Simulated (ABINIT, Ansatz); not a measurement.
# CO2 (P4_2/mnm): G0W0 with ABINIT, start to end, part 3 of 3

Aim: the G0W0 gap of CO2 (P4_2/mnm) on LDA, step by step.

ABINIT 10.8.3; LDA and many-body steps on it, plane waves. Known limits of the many-body steps: not at the basis limit; coarse k mesh.

So far. Step 3 (Bands along the symmetry lines): The gap is 6.325 eV, as in the run before at this level. Step 4 (Empty states on the mesh, 2×2×2 mesh, 166 bands): On this mesh the gap is 6.325 eV.

**5. Screening, 2×2×2 mesh, 152 bands, screening to 176.9 eV**

The RPA dielectric matrix is built and inverted for each q.

This step: RPA screening on LDA, plane waves, norm-conserving pseudopotentials.

Contents of run.abi:

```
acell 3*1.0 Angstrom
rprim 
  4.227212790000 0.000000000000 0.000000000000
  0.000000000000 4.227212790000 0.000000000000
  0.000000000000 0.000000000000 4.687771590000
ntypat 2
znucl 6 8
natom 6
typat 1 1 2 2 2 2
xred 
  0.500000000000 0.500000000000 0.500000000000
  0.000000000000 0.000000000000 0.000000000000
  0.304826860000 0.695173140000 0.500000000000
  0.695173140000 0.304826860000 0.500000000000
  0.195173140000 0.195173140000 0.000000000000
  0.804826860000 0.804826860000 0.000000000000
pp_dirpath "pseudos"
pseudos "C.upf, O.upf"
ecut 37
ngkpt 2 2 2
nshiftk 1
shiftk 0 0 0
kptopt 1
chksymbreak 0
istwfk *1
occopt 1
irdwfk 1
optdriver 3
nband 152
ecuteps 6.5
inclvkb 2
awtr 1
symchi 1
indata_prefix "in"
outdata_prefix "out"
tmpdata_prefix "tmp"
```

Command:

```sh
> OMP_NUM_THREADS=1 mpirun -n 4 abinit run.abi > log
```

Numbers of over 12 decimals in the logs are rounded to 6 here.

The program printed:

```text
.Version 10.8.3 of ABINIT. v10.8.2 released Aug 2026.

 Symmetries : space group P4_2/m n m (#136); Bravais tP (primitive tetrag.)
[... echo of the input left out ...]
== DATASET  1 ==================================================================
-   mpi_nproc: 4, omp_nthreads: 1 (-1 if OMP is not activated)

--- !DatasetInfo
iteration_state: {dtset: 1, }
dimensions: {natom: 6, nkpt: 6, mband: 152, nsppol: 1, nspinor: 1, nspden: 1, mpw: 6088, }
cutoff_energies: {ecut:  37.0, pawecutdg:  -1.0, }
electrons: {nelect:   3.20000000E+01, charge:   0.00000000E+00, occopt:   1.00000000E+00, tsmear:   1.00000000E-02, }

 SCREENING: Calculation of the susceptibility and dielectric matrices

 Based on a program developped by R.W. Godby, V. Olevano, G. Onida, and L. Reining.
 Incorporated in ABINIT by V. Olevano, G.-M. Rignanese, and M. Torrent.
.Using double precision arithmetic ; gwpc =  8

[... cell and pseudopotentials left out ...]
--------------------------------------------------------------------------------

 ==== K-mesh for the wavefunctions ====
 Number of points in the irreducible wedge :     6
[... list of points left out ...]
 Together with 16 symmetry operations and time-reversal symmetry
 yields     8 points in the full Brillouin Zone.

 ==== Q-mesh for the screening function ====
 Number of points in the irreducible wedge :     6
[... list of points left out ...]
 Together with 16 symmetry operations and time-reversal symmetry
 yields     8 points in the full Brillouin Zone.

 setmesh: FFT mesh size selected  =    32x   32x   36
          total number of points  =        36864

 vcoul_init : cutoff-mode = AUXILIARY_FUNCTION
 q-points for optical limit:   1
     1)      0.000010    0.000020    0.000030

- screening: taking advantage of time-reversal symmetry
- Maximum band index for partially occupied states nbvw = 16
- Remaining bands to be divided among processors   nbcw = 136
- Number of bands treated by each node ~34

 Number of electrons calculated from density =   32.0000; Expected =   32.0000
 average of density, n =  0.056608
 r_s =    1.6156
 omega_plasma =   22.9506 [eV]

 calculating chi0 at frequencies [eV] :
  1    0.000000E+00    0.000000E+00
  2    0.000000E+00    2.295065E+01

--------------------------------------------------------------------------------
  q-point number  1        q = ( 0.000000, 0.000000, 0.000000) [r.l.u.]
--------------------------------------------------------------------------------
[... chi0 elements left out ...]
 For q-point:  0.000010 0.000020 0.000030
  dielectric constant =   1.8806
  dielectric constant without local fields =   2.2973

  Average fulfillment of the sum rule on Im[epsilon] for q-point    1 :     66.62  [%]
[... wings left out ...]
  q-point number  2        q = ( 0.500000, 0.000000, 0.000000) [r.l.u.]
--------------------------------------------------------------------------------
[... chi0 elements left out ...]
  Average fulfillment of the sum rule on Im[epsilon] for q-point    2 :     72.79  [%]

 [... 4 further q-points ...]
```

It took 31 s on 4 MPI ranks of Arm Neoverse V2, shared host; peak memory 1.2 GiB; 2 min of CPU time.

Numbers from this step:

| Item | Value |
| --- | --- |
| ε∞ with local fields, on this mesh, along the program's q direction | 1.881 |
| the same without local fields | 2.297 |
| plasma frequency | 22.95 eV |
| plane waves in the screening matrix | 463 |

Local fields lower ε∞ by 18 %. On a Γ-centred mesh this coarse the value itself is usually too large, while a short band sum pulls it down.

**6. Self-energy, 2×2×2 mesh, 152 bands, screening to 176.9 eV**

The self-energy is evaluated for the states that the input lists, and the levels follow from it, in one-shot runs by the linearised quasiparticle equation.

This step: G0W0 on LDA, plane waves, norm-conserving pseudopotentials.

run.abi, as its differences from that of step 5:

```diff
@@ -27,8 +27,17 @@
 irdwfk 1
-optdriver 3
+optdriver 4
 nband 152
+gwcalctyp 0
+ecutsigx 37
+symsigma 1
+nkptgw 2
+kptgw 
+  0.5000000000 0.5000000000 0.5000000000
+  0.0000000000 0.0000000000 0.0000000000
+bdgw 
+  15 18
+  15 18
 ecuteps 6.5
-inclvkb 2
-awtr 1
-symchi 1
+irdscr 1
+ppmodel 1
 indata_prefix "in"
```

The program printed:

```text
.Version 10.8.3 of ABINIT. v10.8.2 released Aug 2026.

 Symmetries : space group P4_2/m n m (#136); Bravais tP (primitive tetrag.)
[... echo of the input left out ...]
== DATASET  1 ==================================================================
-   mpi_nproc: 4, omp_nthreads: 1 (-1 if OMP is not activated)

--- !DatasetInfo
iteration_state: {dtset: 1, }
dimensions: {natom: 6, nkpt: 6, mband: 152, nsppol: 1, nspinor: 1, nspden: 1, mpw: 6088, }
cutoff_energies: {ecut:  37.0, pawecutdg:  -1.0, }
electrons: {nelect:   3.20000000E+01, charge:   0.00000000E+00, occopt:   1.00000000E+00, tsmear:   1.00000000E-02, }

 SIGMA: Calculation of the GW corrections

 Based on a program developped by R.W. Godby, V. Olevano, G. Onida, and L. Reining.
 Incorporated in ABINIT by V. Olevano, G.-M. Rignanese, and M. Torrent.
.Using double precision arithmetic ; gwpc =  8

[... cell and pseudopotentials left out ...]
--------------------------------------------------------------------------------

 ==== K-mesh for the wavefunctions ====
 Number of points in the irreducible wedge :     6
[... list of points left out ...]
 Together with 16 symmetry operations and time-reversal symmetry
 yields     8 points in the full Brillouin Zone.

 ==== Q-mesh for screening function ====
 Number of points in the irreducible wedge :     6
[... list of points left out ...]
 Together with 16 symmetry operations and time-reversal symmetry
 yields     8 points in the full Brillouin Zone.

 vcoul_init : cutoff-mode = AUXILIARY_FUNCTION
 q-points for optical limit:   1
     1)      0.000010    0.000020    0.000030
 setmesh: FFT mesh size selected  =    48x   48x   54
          total number of points  =       124416

 Number of electrons calculated from density =   32.0000; Expected =   32.0000
 average of density, n =  0.056608
 r_s =    1.6156
 omega_plasma =   22.9506 [eV]

 === KS Band Gaps ===
  >>>> For spin  1
   Minimum direct gap =   6.8109 [eV], located at k-point      :   0.0000  0.0000  0.0000
   Fundamental gap    =   6.3247 [eV], Top of valence bands at :   0.5000  0.5000  0.5000
                                       Bottom of conduction at :   0.0000  0.0000  0.0000
 SIGMA fundamental parameters:
 PLASMON POLE MODEL  1
 number of plane-waves for SigmaX                 6085
 number of plane-waves for SigmaC and W            463
 number of plane-waves for wavefunctions          6085
 number of bands                                   152
 number of independent spin polarizations            1
 number of spinorial components                      1
 number of k-points in IBZ                           6
 number of q-points in IBZ                           6
 number of symmetry operations                      16
 number of k-points in BZ                            8
 number of q-points in BZ                            8
 number of frequencies for dSigma/dE                 9
 frequency step for dSigma/dE [eV]                0.25
 number of omega for Sigma on real axis              0
 max omega for Sigma on real axis  [eV]           0.00
 zcut for avoiding poles [eV]                     0.10

 EPSILON^-1 parameters (SCR file):
 dimension of the eps^-1 matrix on file            463
 dimension of the eps^-1 matrix used               463
 number of plane-waves for wavefunctions          6085
 number of bands                                   152
 number of q-points in IBZ                           6
 number of frequencies                               2
 number of real frequencies                          1
 number of imag frequencies                          1

 matrix elements of self-energy operator (all in [eV])

 Perturbative Calculation

--- !SelfEnergy_ee
iteration_state: {dtset: 1, }
kpoint     : [   0.500,    0.500,    0.500, ]
spin       : 1
KS_gap     :    7.549
QP_gap     :   12.478
Delta_QP_KS:    4.929
data: !SigmaeeData |
     Band     E0 <VxcDFT>   SigX SigC(E0)      Z dSigC/dE  Sig(E)    E-E0       E
       15  -3.443 -19.940 -25.029   2.962   0.823  -0.215 -21.690  -1.750  -5.193
       16  -3.443 -19.940 -25.029   2.962   0.823  -0.215 -21.690  -1.750  -5.193
       17   4.107 -15.387  -9.238  -2.420   0.852  -0.173 -12.209   3.179   7.285
       18   4.107 -15.387  -9.238  -2.420   0.852  -0.173 -12.209   3.179   7.285

--- !SelfEnergy_ee
iteration_state: {dtset: 1, }
kpoint     : [   0.000,    0.000,    0.000, ]
spin       : 1
KS_gap     :    6.811
QP_gap     :   10.684
Delta_QP_KS:    3.873
data: !SigmaeeData |
     Band     E0 <VxcDFT>   SigX SigC(E0)      Z dSigC/dE  Sig(E)    E-E0       E
       15  -3.929 -19.297 -24.471   2.976   0.824  -0.213 -21.109  -1.812  -5.741
       16  -3.929 -19.297 -24.471   2.976   0.824  -0.213 -21.109  -1.812  -5.741
       17   2.882 -10.698  -5.594  -2.769   0.883  -0.132  -8.636   2.062   4.943
       18   3.900 -16.175 -10.078  -2.199   0.847  -0.180 -12.872   3.303   7.203

== END DATASET(S) ==============================================================
================================================================================

 -outvars: echo values of variables after computation  --------
           etotal      0.0000000000E+00
            nband         152
             nkpt           6
          spgroup         136
 [... the other variables as echoed above ...]

 Calculation completed.
```

It took 17 s on 4 MPI ranks; peak memory 1.2 GiB.

This step gave:

| Property | Result |
| --- | --- |
| G0W0 gap on the points computed | 10.14 eV |
| starting gap on the mesh | 6.325 eV |
| k of the valence top | 0.5, 0.5, 0.5 |
| k of the conduction bottom | 0, 0, 0 |
| Z at the valence top | 0.823 |
| Z at the conduction bottom | 0.883 |
| least direct G0W0 gap on the computed points | 10.68 eV |

The gap on the mesh goes from 6.32 eV to 10.14 eV, a correction of +3.81 eV.

Limits: finite bands, cutoff and mesh; coarse k mesh. v1 is the top filled band, c1 the lowest empty one. Levels before and after the correction, in eV, zero at the valence-band top of each column:

```
           conduction bottom  valence top
Kohn-Sham               6.32         0.00
     G0W0              10.14         0.00
```

```
                         level  energy (eV)
Kohn-Sham  (0.5 0.5 0.5) v2-v1        0.000
Kohn-Sham  (0.5 0.5 0.5) c1-c2        7.549
Kohn-Sham              Γ v2-v1       -0.486
Kohn-Sham                 Γ c1        6.325
Kohn-Sham                 Γ c2        7.343
     G0W0  (0.5 0.5 0.5) v2-v1        0.000
     G0W0  (0.5 0.5 0.5) c1-c2       12.478
     G0W0              Γ v2-v1       -0.548
     G0W0                 Γ c1       10.136
     G0W0                 Γ c2       12.396
```

**7. Where the time went**

Times are wall times on 4 MPI ranks of Arm Neoverse V2, shared host, good to a factor of about two.

```
                          step  time  share  memory (GiB)
                  ground state  35 s   19 %          0.38
bands along the symmetry lines  37 s   21 %          0.43
      empty states on the mesh  62 s   34 %          0.39
                     screening  31 s   17 %           1.2
                   self-energy  17 s    9 %           1.2
```

**8. What came out**

```
LDA gap              : 6.32 eV, indirect
G0W0 gap on the mesh : 10.14 eV
GW settings          : 2×2×2 mesh, 152 bands, screening to 176.9 eV, Godby-Needs plasmon pole
known limits         : not at the basis limit; coarse k mesh
```

G0W0 moves the gap on the mesh from 6.32 eV to 10.14 eV (+3.81 eV), with Z of 0.82 and 0.88 at the edges. Local fields lower the RPA ε∞ on this mesh from 2.30 to 1.88; a Γ-centred mesh this coarse tends to raise both, most where the direct gap is narrow, while a short band sum lowers them. Only 2 of the mesh's irreducible points were corrected, so a valley elsewhere could overtake. The dearest step here is «empty states on the mesh». Bands and cutoff are finite, so the gap is not at the basis limit. The miss can reach some tenths of an eV and take either sign; the mesh is an error of its own. In the G0W0 run levels were corrected at 2 k points alone, so a gap called «on the mesh» is the least over those, and an edge elsewhere would be missed. The 2×2×2 mesh is coarse for this cell, which bears on the long-range parts of exchange and screening.

[Paths, hosts, dates, memory and timing lines, banners, echoed tables and standing remarks are left out of the program output.]

[Logs are printed without paths, hosts, clocks, repeated set-up lines and the standing remarks that a program may print on its own settings, such as how far it seeks lower states.]

[Runs of the session that timed out or met a known fault of the program may be left out.]

[Hosts, paths, dates, database ids (printed as entryN), source tags and the programs' standing remarks are cut or masked in the printed files.]

[G0W0 gaps are taken among the corrected bands and points alone; a level outside them can change the order at an edge.]

[Where Ansatz stands beside ABINIT at settings called matched, ABINIT's density can come from a denser mesh and the files from another edition; pairs whose starting gaps differed by over 0.03 eV were left out, so agreement reads better than it is.]
